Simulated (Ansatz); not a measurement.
# (CaO)1(YN)3 [001] superlattice, started as rocksalt type: relaxing the cell for a phonon run

Aim: bring (CaO)1(YN)3 [001] superlattice, started as rocksalt type to small forces and stress, as phonons need.

Main program and level: Ansatz 0.2.0; DFT PBEsol, scalar-relativistic, plane waves, PAW.

The structure was built from a prototype and need not be the compound's stable phase.

## (1) The structure

Symmetry: P4/mmm, No. 123, tetragonal system. The conventional cell has a = 3.444 Å, b = 3.444 Å, c = 9.740 Å, α = 90.00°, β = 90.00°, γ = 90.00°. Nearest to Ca lie 2 N at 2.44 Å and 4 O at 2.44 Å. Nearest to N lie 5 Y at 2.44 Å and 1 Ca at 2.44 Å. Nearest to N lie 6 Y at 2.43 to 2.44 Å. Nearest to O lie 4 Ca at 2.44 Å and 2 Y at 2.44 Å. Nearest to Y lie 1 O at 2.44 Å and 5 N at 2.44 Å. Nearest to Y lie 6 N at 2.43 to 2.44 Å. Farther neighbours and most contacts between anions are not listed.

As a file:

```
Ca N O Y
1.0
     2.43500    2.43500    0.00000
    -2.43500    2.43500    0.00000
     0.00000    0.00000    9.74000
Ca N O Y
1 3 1 3
Direct
  0.00000 0.00000 0.00000
  0.00000 0.00000 0.25000
  0.50000 0.50000 0.50000
  0.00000 0.00000 0.75000
  0.50000 0.50000 0.00000
  0.50000 0.50000 0.25000
  0.00000 0.00000 0.50000
  0.50000 0.50000 0.75000
```

## (2) Probe on a coarse mesh

First a cheap look: the gap decides the mesh and the occupations, the pressure tells how far the cell has to move.

The input, input.yaml:

```yaml
crystal:
  lattice:
    - [2.435, 2.435, 0.0]
    - [-2.435, 2.435, 0.0]
    - [0.0, 0.0, 9.74]
  atoms:
    - { symbol: Ca, position: [0.0, 0.0, 0.0] }
    - { symbol: "N", position: [1.0, 0.0, 0.25] }
    - { symbol: "N", position: [0.5, 0.5, 0.5] }
    - { symbol: "N", position: [1.0, 0.0, 0.75] }
    - { symbol: O, position: [0.5, 0.5, 0.0] }
    - { symbol: "Y", position: [0.5, 0.5, 0.25] }
    - { symbol: "Y", position: [0.0, 0.0, 0.5] }
    - { symbol: "Y", position: [0.5, 0.5, 0.75] }
kpoints:
  mp_grid: { grid: [6, 6, 2] }
hamiltonian:
  xc: pbesol
scf:
  occupations: { method: gaussian, width: 0.1 }
output:
  forces: true
  stress: true
  eigenvalues: true
```

The run is started by

```console
$ ansatz run input.yaml --threads 8 --pin off --max-ram 14336MiB --backend cpu --events-out ev --progress --plain --runs-dir out
```

Numbers of over 12 decimals in the logs are rounded to 6 here.

Log:

```text
Engine: ansatz 0.2.0, x86_64-unknown-linux-gnu
Pseudopotentials: kind: paw
Pseudopotential: Ca, paw, valence charge 10, recommended cutoff 420 eV (normal), Ca.paw.azcp
Pseudopotential: N, paw, valence charge 5, recommended cutoff 420 eV (normal), N.paw.azcp
Pseudopotential: O, paw, valence charge 6, recommended cutoff 420 eV (normal), O.paw.azcp
[...]
k-point 0: bands = [... 28 lower, 10.8542, 10.8878, 11.1902, 11.1902, 11.5009, 12.4473, 13.2107, 14.5912, ... 3 higher]
  k-point 1: bands = [... 28 lower, 10.9386, 10.9386, 11.0732, 11.0732, 11.5958, 12.1365, 13.6503, 14.6931, ... 3 higher]
  k-point 2: bands = [... 28 lower, 10.2592, 10.2696, 10.5197, 10.6395, 12.7505, 13.4861, 14.0405, 14.5725, ... 3 higher]
  k-point 19: bands = [... 28 lower, 9.9262, 10.2314, 10.2863, 10.2863, 12.6113, 12.6113, 13.3691, 13.3691, ... 3 higher]
[key lines of the parts left out:]
SCF converged after 7 iterations
Free energy (F): -14889.594910 eV
Fermi energy:    11.355012 eV
P = ⅓ Tr σ = -2.8376 GPa (-28.376 kbar)
```

The job ended after 0.69 s (8 threads of Intel Xeon Platinum 8488C (Sapphire Rapids), shared host; peak memory 0.63 GiB).

A gap read on the k-mesh alone can miss the band edges.

This step gave:

| Item | Value |
| --- | --- |
| pressure | -2.838 GPa |
| volume per atom | 14.44 Å³ |
| gap on the k-mesh | 0.3107 eV |
| direct gap on mesh | 0.3107 eV |

The coarse mesh shows a gap of 0.31 eV and a pressure of -2.8 GPa.

## (3) Relaxation

Harmonic phonons are second derivatives at a point where the forces vanish, and they are wanted at zero stress, so atoms and cell are relaxed first.

Edit input.yaml of step 2 so:

```diff
@@ -15,3 +15,3 @@
 kpoints:
-  mp_grid: { grid: [6, 6, 2] }
+  mp_grid: { grid: [10, 10, 4] }
 hamiltonian:
@@ -19,3 +19,3 @@
 scf:
-  occupations: { method: gaussian, width: 0.1 }
+  occupations: { method: gaussian, width: 0.02 }
 output:
@@ -24 +24,6 @@
   eigenvalues: true
+relax:
+  adjacent_minimum: "off"
+  f_tol: 0.005
+  max_steps: 80
+  cell: { stress_tol: 0.05 }
```

Log:

```text
[...]
Crystal: 8 atoms, lattice volume = 115.501 Å³
Basis set: ecut = 420 eV, 2245 PW (Γ), exchange–correlation on 48×48×144 points (8 copies of the dense FFT grid, shifted against one another)
Bands: 40, of which v1, the nominal top of the filled ones, is band 32 counted from 1 (31 counted from 0)
Symmetry: 16 space group operations
[...]
k-points: 63 of 400
[...]
SCF iter   1: F=—  HF=-14889.672763 eV  |F-HF|=—  |Δ(HF+E_count)|=         —  Δρ=1.43e-2  dr2=2.98e-1  ethr=1.77e-3  ⟨swp⟩=9.6  Hψ=13068  notcnv=0  defer=4
[...]
SCF iter   7: F=-14889.608931 eV  HF=-14889.608931 eV  |F-HF|=6.34e-9  |Δ(HF+E_count)|=   1.36e-8  Δρ=3.20e-6  dr2=1.19e-8  ethr=1.56e-10  ⟨swp⟩=11.0  Hψ=10460  notcnv=0
SCF 1 converged in 7 iterations: F = -14889.608931 eV  dr2 = 1.19e-8
[...]
relax step   1: F+E_penalty+E_count = -14889.60893102 eV  Δ(F+E_penalty+E_count) = +0.000e0 eV  max|allowed force component| = 2.901e-1 eV/Å  Δτ_max = 0.0000 Å  P = -2.900 GPa  Ω = 115.501 Å³  (7 SCF iters, dr2 threshold 1.00e-7 eV, accepted)
Crystal: 8 atoms, lattice volume = 111.137 Å³
Basis set: ecut = 420 eV, 2181 PW (Γ), exchange–correlation on 48×48×144 points (8 copies of the dense FFT grid, shifted against one another)
[...]
iter 1 solved again at ethr=6.20e-5 eV; its pass at ethr=3.10e-3 eV (dr2=3.97e-2 eV) is discarded
[...]
SCF iter   6: F=-14889.609218 eV  HF=-14889.609218 eV  |F-HF|=9.30e-9  |Δ(HF+E_count)|=   3.28e-7  Δρ=1.11e-5  dr2=8.98e-8  ethr=1.25e-9  ⟨swp⟩=7.2  Hψ=10334  notcnv=0
the search or the solves at the SCF's close seem to have found levels that the self-consistency loop had missed (the run counts 1). By its estimate they hold under 1e-12 electrons; where the run keeps them, the occupations were computed again with them
SCF 2 converged in 6 iterations: F = -14889.609218 eV  dr2 = 8.98e-8
relax step   2: F+E_penalty+E_count = -14889.60921768 eV  Δ(F+E_penalty+E_count) = -2.867e-4 eV  max|allowed force component| = 3.897e-1 eV/Å  Δτ_max = 0.0377 Å  P = +3.314 GPa  Ω = 111.137 Å³  energy of the carried Pulay correction = +9.345e-3 eV  (6 SCF iters, dr2 threshold 8.00e-7 eV, rejected (line search))
Crystal: 8 atoms, lattice volume = 113.392 Å³
Basis set: ecut = 420 eV, 2213 PW (Γ), exchange–correlation on 48×48×144 points (8 copies of the dense FFT grid, shifted against one another)
[...]
SCF iter   9: F=-14889.638976 eV  HF=-14889.638976 eV  |F-HF|=3.64e-12  |Δ(HF+E_count)|=  4.00e-11  Δρ=4.44e-8  dr2=2.39e-12  ethr=1.00e-12  ⟨swp⟩=5.2  Hψ=8128  notcnv=0
SCF 3 converged in 9 iterations: F = -14889.638976 eV  dr2 = 2.39e-12
relax step   3: F+E_penalty+E_count = -14889.63897588 eV  Δ(F+E_penalty+E_count) = -3.004e-2 eV  max|allowed force component| = 3.025e-2 eV/Å  Δτ_max = 0.0168 Å  P = -0.035 GPa  Ω = 113.392 Å³  energy of the carried Pulay correction = +4.472e-3 eV  (9 SCF iters, accepted)
[...]
relax step   4: F+E_penalty+E_count = -14889.63908814 eV  Δ(F+E_penalty+E_count) = -1.123e-4 eV  max|allowed force component| = 1.395e-2 eV/Å  Δτ_max = 0.0025 Å  P = -0.005 GPa  Ω = 113.377 Å³  energy of the carried Pulay correction = +4.503e-3 eV  (6 SCF iters, dr2 threshold 5.72e-8 eV, accepted)
[...]
relax step   5: F+E_penalty+E_count = -14889.63911853 eV  Δ(F+E_penalty+E_count) = -3.039e-5 eV  max|allowed force component| = 2.749e-3 eV/Å  Δτ_max = 0.0009 Å  P = +0.012 GPa  Ω = 113.370 Å³  energy of the carried Pulay correction = +4.519e-3 eV  (6 SCF iters, dr2 threshold 1.22e-8 eV, accepted)
[...]
relax step   6: F+E_penalty+E_count = -14889.63507624 eV  Δ(F+E_penalty+E_count) = +4.042e-3 eV  max|allowed force component| = 2.726e-3 eV/Å  Δτ_max = 0.0000 Å  P = -0.051 GPa  Ω = 113.370 Å³  stress off target by 5.35e-2 GPa  SCF on the basis re-selected at this cell (its energy is not comparable with the rows above)  (6 SCF iters)
[...]
relax step   7: F+E_penalty+E_count = -14889.63515941 eV  Δ(F+E_penalty+E_count) = -8.317e-5 eV  max|allowed force component| = 7.213e-5 eV/Å  Δτ_max = 0.0002 Å  P = +0.001 GPa  Ω = 113.333 Å³  energy of the carried Pulay correction = +7.719e-5 eV  (6 SCF iters, dr2 threshold 7.16e-9 eV, accepted)
[...]
SCF iter   1: F=—  HF=-14889.635056 eV  |F-HF|=—  |Δ(HF+E_count)|=         —  Δρ=2.40e-6  dr2=2.11e-9  ethr=1.76e-7  ⟨swp⟩=3.4  Hψ=18924  notcnv=0
eigensolver tolerance schedule: the retry pair's looser diagonalisation over-reported the residual by 53289.33 of it (diagonalisation noise at an unbounded share of the residual, at the tolerance the schedule requests for it); recorded, not acted on — ethr = c·dr2/N_el stays at c = 1.0e-1
[...]
SCF iter   2: F=—  HF=-14889.635103 eV  |F-HF|=—  |Δ(HF+E_count)|=   4.65e-5  Δρ=1.47e-6  dr2=8.16e-10  ethr=3.30e-12  ⟨swp⟩=3.5  Hψ=6353  notcnv=0
[...]
SCF iter   8: F=-14889.635103 eV  HF=-14889.635103 eV  |F-HF|=0.00e0  |Δ(HF+E_count)|=  3.64e-12  Δρ=1.49e-9  dr2=1.49e-15  ethr=1.00e-12  ⟨swp⟩=1.1  Hψ=5382  notcnv=0
SCF 8 converged in 8 iterations: F = -14889.635103 eV  dr2 = 1.49e-15
relax step   8: F+E_penalty+E_count = -14889.63510294 eV  Δ(F+E_penalty+E_count) = +5.646e-5 eV  max|allowed force component| = 7.347e-5 eV/Å  Δτ_max = 0.0000 Å  P = +0.001 GPa  Ω = 113.333 Å³  stress off target by 5.95e-3 GPa  SCF on the basis re-selected at this cell (its energy is not comparable with the rows above)  (8 SCF iters)
[...]
SCF converged after 8 iterations
Free energy (F): -14889.635103 eV
[...]
Internal energy: -14889.635103 eV  (E = F + TS)
E sigma→0 (E₀):  -14889.635103 eV
Fermi energy:    11.612332 eV
[...]
--- Forces (eV/Å), atoms counted from 1 ---
  atom   1  Ca     0.00000000     0.00000000     0.00000000
  atom   2  N      0.00000000     0.00000000    -0.00007347
  atom   3  N      0.00000000    -0.00000000     0.00000000
  atom   4  N      0.00000000     0.00000000     0.00007347
  atom   5  O     -0.00000000     0.00000000     0.00000000
  atom   6  Y      0.00000000    -0.00000000    -0.00007037
  atom   7  Y     -0.00000000     0.00000000     0.00000000
  atom   8  Y      0.00000000    -0.00000000     0.00007037
  max |Σ_I F_I| component: 1.36e-20 eV/Å
--- Stress (GPa, compression-positive) ---
       -0.001633      -0.000000       0.000000
        0.000000      -0.001633       0.000000
        0.000000       0.000000       0.005953
  P = ⅓ Tr σ = 0.0009 GPa (0.009 kbar)
--- Band table (eV; the first three rows and the last of 63) ---
  k-point 0: bands = [... 28 lower, 11.1119, 11.1448, 11.4671, 11.4671, 11.7566, 12.6921, 13.4707, 14.9064, ... 4 higher]
  k-point 1: bands = [... 28 lower, 11.1392, 11.1392, 11.4198, 11.4198, 11.8026, 12.5130, 13.7114, 15.0621, ... 4 higher]
  k-point 2: bands = [... 28 lower, 11.1809, 11.1809, 11.3603, 11.3603, 11.8653, 12.3569, 13.9506, 14.8896, ... 4 higher]
  k-point 62: bands = [... 28 lower, 10.1650, 10.4961, 10.6029, 10.6029, 12.9484, 12.9484, 13.5606, 13.5606, ... 4 higher]
--- Relaxed structure (6 steps of the walk, 5 accepted, 2 SCFs on fresh bases) ---
  F+E_penalty+E_count = -14889.63510294 eV   max|allowed force component| = 7.347e-5 eV/Å   (the final SCF, on the basis selected at the relaxed cell)
  cell:  # Å, volume = 113.3333 Å³
    - [2.418803, 2.418803, 0.0]
    - [-2.418803, 2.418803, 0.0]
    - [0.0, 0.0, 9.685602]
  atoms:
    - { symbol: Ca, position: [0, 0, 0] }
    - { symbol: N, position: [1.0, 0.0, 0.252037] }
    - { symbol: N, position: [0.5, 0.5, 0.5] }
    - { symbol: N, position: [1.0, 0.0, 0.747963] }
    - { symbol: O, position: [0.5, 0.5, 0] }
    - { symbol: Y, position: [0.5, 0.5, 0.249825] }
    - { symbol: Y, position: [0, 0, 0.5] }
    - { symbol: Y, position: [0.5, 0.5, 0.750175] }
```

Wall time 12 s (8 threads); peak memory 0.78 GiB; 87 s of CPU time.

Step by step:

```csv
step,energy less that of the first step (eV),largest force component (eV/Å),pressure (GPa),volume (Å³)
1,0.0000,0.2901,-2.90,115.50
2,-0.0003,0.3897,3.31,111.14
3,-0.0300,0.0303,-0.03,113.39
4,-0.0302,0.0140,-0.01,113.38
5,-0.0302,0.0027,0.01,113.37
6*,-0.0261,0.0027,-0.05,113.37
7,-0.0262,0.0001,0.00,113.33
8*,-0.0262,0.0001,0.00,113.33
```

Relaxation steps marked * repeat the geometry before them on a plane-wave basis chosen anew for their cell, so energy and pressure can jump there. Relaxation step 2 was tried and not accepted.

The run keeps the 16 symmetry operations that it works with, so distortions that break them were not tested.

```csv
"conventional cell, symmetrised",before,after,change
a (Å),3.444,3.421,-0.7 %
b (Å),3.444,3.421,-0.7 %
c (Å),9.740,9.686,-0.6 %
volume (Å³/atom),14.44,14.17,-1.9 %
```

The atoms that moved most (Å, as changes of fractional coordinates times the final cell):

```csv
atom,dx,dy,dz,length
N4,0.000,0.000,-0.020,0.020
N2,0.000,0.000,0.020,0.020
```

Final coordinates:

```xyz
8
Lattice="2.4188 2.4188 0.0000 -2.4188 2.4188 0.0000 0.0000 0.0000 9.6856" Properties=species:S:1:pos:R:3 pbc="T T T"
Ca    0.0000    0.0000    0.0000
N     2.4188    2.4188    2.4411
N     0.0000    2.4188    4.8428
N     2.4188    2.4188    7.2445
O     0.0000    2.4188    0.0000
Y     0.0000    2.4188    2.4197
Y     0.0000    0.0000    4.8428
Y     0.0000    2.4188    7.2659
```

This step gave:

| Item | Value |
| --- | --- |
| pressure | 8.96e-4 GPa |
| gap on the k-mesh | 0.2895 eV |
| volume per atom | 14.17 Å³ |
| direct gap on mesh | 0.2895 eV |

In this step the volume went from 14.44 to 14.17 Å³/atom.

## (4) Relaxing to small forces for the phonons

Phonons need a cell at rest on their own settings, so the relaxation is repeated with tight tolerances on forces and stress, using the mesh and the filling of the phonon run that follows.

The input, input.yaml:

```yaml
crystal:
  lattice:
    - [2.4188028284, 2.4188028284, 0.0]
    - [-2.4188028284, 2.4188028284, 0.0]
    - [0.0, 0.0, 9.685601662]
  atoms:
    - { symbol: Ca, position: [0.0, 0.0, 0.0] }
    - { symbol: "N", position: [1.0, 0.0, 0.2520368508] }
    - { symbol: "N", position: [0.5, 0.5, 0.5] }
    - { symbol: "N", position: [1.0, 0.0, 0.7479631492] }
    - { symbol: O, position: [0.5, 0.5, 0.0] }
    - { symbol: "Y", position: [0.5, 0.5, 0.2498251124] }
    - { symbol: "Y", position: [0.0, 0.0, 0.5] }
    - { symbol: "Y", position: [0.5, 0.5, 0.7501748876] }
kpoints:
  mp_grid: { grid: [12, 12, 4] }
hamiltonian:
  xc: pbesol
scf:
  occupations: { method: fixed }
output:
  forces: true
  stress: true
  eigenvalues: true
relax:
  adjacent_minimum: "off"
  f_tol: 0.001
  max_steps: 60
  cell: { stress_tol: 0.01 }
```

Log:

```text
[...]
Crystal: 8 atoms, lattice volume = 113.333 Å³
Basis set: ecut = 420 eV, 2213 PW (Γ), exchange–correlation on 48×48×144 points (8 copies of the dense FFT grid, shifted against one another)
Bands: 40, of which v1, the nominal top of the filled ones, is band 32 counted from 1 (31 counted from 0)
[... 1 set-up line as in the run before ...]
[...]
k-points: 84 of 576
[...]
- [0.0, 0.0, 9.685601662]
  atoms:
    - { symbol: Ca, position: [0.0, 0.0, 0.0] }
    - { symbol: N, position: [1.000000, 0.0, 0.2520368508] }
    - { symbol: N, position: [0.500000, 0.500000, 0.5] }
    - { symbol: N, position: [1.000000, 0.0, 0.7479631492] }
    - { symbol: O, position: [0.500000, 0.500000, 0.0] }
    - { symbol: Y, position: [0.500000, 0.500000, 0.2498251124] }
    - { symbol: Y, position: [0.0, 0.0, 0.5] }
    - { symbol: Y, position: [0.500000, 0.500000, 0.7501748876] }
[key lines of the parts left out:]
SCF converged after 7 iterations
Free energy (F): -14889.635704 eV
Fermi energy:    11.466455 eV
P = ⅓ Tr σ = -0.0047 GPa (-0.047 kbar)
```

Wall time 4.4 s (8 threads); peak memory 0.79 GiB; 32 s of CPU time.

Little changed from the start: no atom moved by 0.005 Å and no cell edge by 0.1 %.

This step gave:

```yaml
pressure: -0.004661 GPa
gap_on_the_k_mesh: 0.2902 eV
direct_gap_on_mesh: 0.2902 eV
```

The largest force component left is 0.75 meV/Å and the pressure is -0.005 GPa, within the tolerances set. The cell now holds 14.17 Å³/atom.

## (5) What came out

```
space group after relaxation (within 0.01 Å) : P4/mmm
lattice constant a                           : 3.421 Å
lattice constant b                           : 3.421 Å
lattice constant c                           : 9.686 Å
volume per atom                              : 14.2 Å³
gap on the k-mesh                            : 0.290 eV
```

In words: The largest force component left is 0.75 meV/Å and the pressure is -0.005 GPa, within the tolerances set. The cell now holds 14.17 Å³/atom. The relaxation keeps the symmetry of its start, so it says nothing on stability against lower symmetry. The starting cell was built on a prototype and not taken from a measurement, so the phase need not exist.

[Logs are printed without paths, hosts, clocks, repeated set-up lines and the standing remarks that a program may print on its own settings, such as how far it seeks lower states.]

[Hosts, paths, dates, database ids (printed as entryN), source tags and the programs' standing remarks are cut or masked in the printed files.]
